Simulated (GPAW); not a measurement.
# Work function of a 8-layer slab of Ir(100) at several levels, part 3 of 3

Aim: the work function of both faces of a 8-layer slab of Ir(100), and its spread over functionals and bases.

GPAW 26.7.0; GPAW, PAW setups; slab in vacuum, relaxation (the session's first sound run).

So far, upper work function (eV): step 2 (relaxation, PBE, GPAW) 5.54; step 7 (self-consistent run: xc = "RPBE") 5.39; step 8 (OptPBE vdW: xc = "optPBE-vdW", GPAW, PAW setups, GPAW) 5.70; step 9 (real-space grid: mode = "fd", PBE, GPAW) 5.54; step 10 (atomic orbitals: mode = "lcao", PBE, GPAW) 5.57.

### 11. All levels side by side

Times are for 1 thread of Intel Xeon Platinum 8488C (Sapphire Rapids), shared host. Results by setting:

```
no.         run  upper work function (eV)  lower work function (eV)     time  memory (GiB)
  1          pw                     5.539                     5.538  6.1 min          0.38
  2     vdW DF2                     5.811                     5.808  6.8 min          0.52
  3         LDA                     5.885                     5.887  9.3 min          0.38
  4      revPBE                     5.407                     5.405  5.9 min          0.38
  5        RPBE                     5.388                     5.386    6 min          0.38
  6  optPBE vdW                     5.699                     5.697  5.8 min          0.52
  7          fd                     5.540                     5.539   56 min           2.6
  8        lcao                     5.574                     5.568   79 min          0.69
```

### 12. Side by side

Results and costs are gathered.

This step: comparison of work functions, dipole and cost (GPAW 26.7.0).

Ladder, by row:

```
      step  code  work function, upper (eV)  work function, lower (eV)  dipole (e Å)  wall time (s)  peak memory (GiB)  threads
        pw  GPAW                      5.539                      5.538       1.20e-5          367.9               0.38        1
   vdW-DF2  GPAW                      5.811                      5.808      -3.46e-5          405.9               0.52        1
       LDA  GPAW                      5.885                      5.887       1.53e-4          560.4               0.38        1
    revPBE  GPAW                      5.407                      5.405      -1.43e-5          356.7               0.38        1
      RPBE  GPAW                      5.388                      5.386      -5.10e-6          357.9               0.38        1
optPBE-vdW  GPAW                      5.699                      5.697      -4.59e-5          350.3               0.52        1
        fd  GPAW                       5.54                      5.539      -3.02e-5           3337                2.6        1
      lcao  GPAW                      5.574                      5.568      -2.42e-4           4750               0.69        1
```

### 13. A changed run

One more run, with changed settings.

This step: GPAW, PAW setups; slab in vacuum (GPAW 26.7.0).

run.py

```python
import json
import numpy as np
from ase import Atoms
from gpaw import GPAW

slab = Atoms(
    ['Ir', 'Ir', 'Ir', 'Ir', 'Ir', 'Ir', 'Ir', 'Ir'],
    positions=[
        [1.35765, 1.35765, 8.00000],
        [0.00000, 0.00000, 9.92000],
        [1.35765, 1.35765, 11.84000],
        [0.00000, 0.00000, 13.76000],
        [1.35765, 1.35765, 15.70623],
        [0.00000, 0.00000, 17.64936],
        [1.35765, 1.35765, 19.61277],
        [-0.00000, 0.00000, 21.45720]],
    cell=[[2.71529, 0.0, 0.0], [0.0, 2.71529, 0.0], [0.0, 0.0, 29.44]],
    pbc=[True, True, False])

slab.calc = GPAW(mode='fd', h=0.4, xc='PBE', kpts={'size': (12, 12, 1), 'gamma': True},
                 occupations={'name': 'fermi-dirac', 'width': 0.1}, nbands='160%',
                 convergence={'density': 1e-05}, maxiter=100,
                 poissonsolver={'dipolelayer': 'xy'},
                 symmetry={'tolerance': 1e-3}, txt='slab.txt')
result = {}
energy = slab.get_potential_energy()
fermi = slab.calc.get_fermi_level()
v = slab.calc.get_electrostatic_potential().mean((0, 1)) - fermi
n = slab.calc.get_pseudo_density().mean((0, 1))
L = slab.cell[2, 2]
z = np.arange(len(v)) * L / len(v)
low, high = slab.positions[:, 2].min(), slab.positions[:, 2].max()
below, above = np.interp([low - 5.8, high + 5.8], z, v)
slopes = [np.interp(x, z, np.gradient(v, z)) for x in (low - 5.8, high + 5.8)]
eps = np.array([[slab.calc.get_eigenvalues(k, s) for k in range(len(slab.calc.get_ibz_k_points()))]
                for s in range(slab.calc.get_number_of_spins())]) - fermi
top, bottom = eps[eps < 0].max(), eps[eps > 0].min()
dipole = slab.get_dipole_moment()[2]
print(f'energy {energy:.4f} eV, Fermi level {fermi:.4f} eV, dipole {dipole:.5f} e A')
print(f'potential 5.8 A off the faces, from the Fermi level: lower {below:.4f} eV, upper {above:.4f} eV')
print(f'slope of the potential there: lower {slopes[0]:.5f}, upper {slopes[1]:.5f} eV/A')
print(f'nearest levels on the mesh: {top:.4f} and {bottom:.4f} eV')
print('magnetic moment', round(slab.get_magnetic_moment(), 3))
result.update(energy=energy, fermi=fermi, dipole=dipole, below=below, above=above, slopes=slopes, edges=[top, bottom],
              z=z.tolist(), v=v.tolist(), n=n.tolist(), positions=slab.positions.tolist(),
              forces=slab.get_forces(apply_constraint=False).tolist(), moments=slab.get_magnetic_moments().tolist())
json.dump(result, open('result.json', 'w'))
```

The run is started by

```
$ OMP_NUM_THREADS=1 OPENBLAS_NUM_THREADS=1 python run.py
```

The program printed:

```text
energy -77.9692 eV, Fermi level -5.5046 eV, dipole -0.00078 e A
potential 5.8 A off the faces, from the Fermi level: lower 5.4950 eV, upper 5.5142 eV
slope of the potential there: lower -0.00003, upper 0.00003 eV/A
nearest levels on the mesh: -0.0082 and 0.0039 eV
magnetic moment 0.0
```

Run time: 6.3 min. Hardware: 1 thread of Intel Xeon Platinum 8488C (Sapphire Rapids), shared host; peak memory 0.4 GiB.

The run finished. A setting was moved off its sound value on purpose, so it serves as a test and not as the result.

The fault put into the input: a grid far too coarse (mode = "fd" and h = 0.4).

Side by side:

```
                quantity  this run  sound run  difference
upper work function (eV)    5.5142     5.5392     -0.0250
lower work function (eV)    5.4950     5.5381     -0.0431
```

One result that differs is the lower work function, 5.50 eV against 5.54 eV.

### 14. What came out

```yaml
work_function_both_faces: 5.54 eV
dipole_along_the_normal: 1.2e-5 e Å, near the numerical noise
```

**Reading.** With plane waves and PBE the work function is 5.54 eV on the upper face and 5.54 eV on the lower. The measured value for this face is 5.96 eV (as compiled in "Anisotropic work function of elemental crystals", 2019, arxiv:1902.07811); the relaxed upper face lies 0.42 eV under it with PBE, and LDA comes nearest (5.88 eV). Measured work functions scatter by a tenth of an eV or more between methods. The clean face reconstructs (W and Mo (100) only when cold), while this slab is an unreconstructed 1×1 cell, so the two are not the same surface. Over the sound runs of the table the upper face's work function spans 5.388 (RPBE) to 5.885 eV (LDA). The in-plane lattice was kept as typed, which isn't the functional's own and leaves some strain; spin-orbit coupling and temperature are left out.

[Logs are printed without paths, hosts, clocks, repeated set-up lines and the standing remarks that a program may print on its own settings, such as how far it seeks lower states.]

[Hosts, paths, dates, database ids (printed as entryN), source tags and the programs' standing remarks are cut or masked in the printed files.]
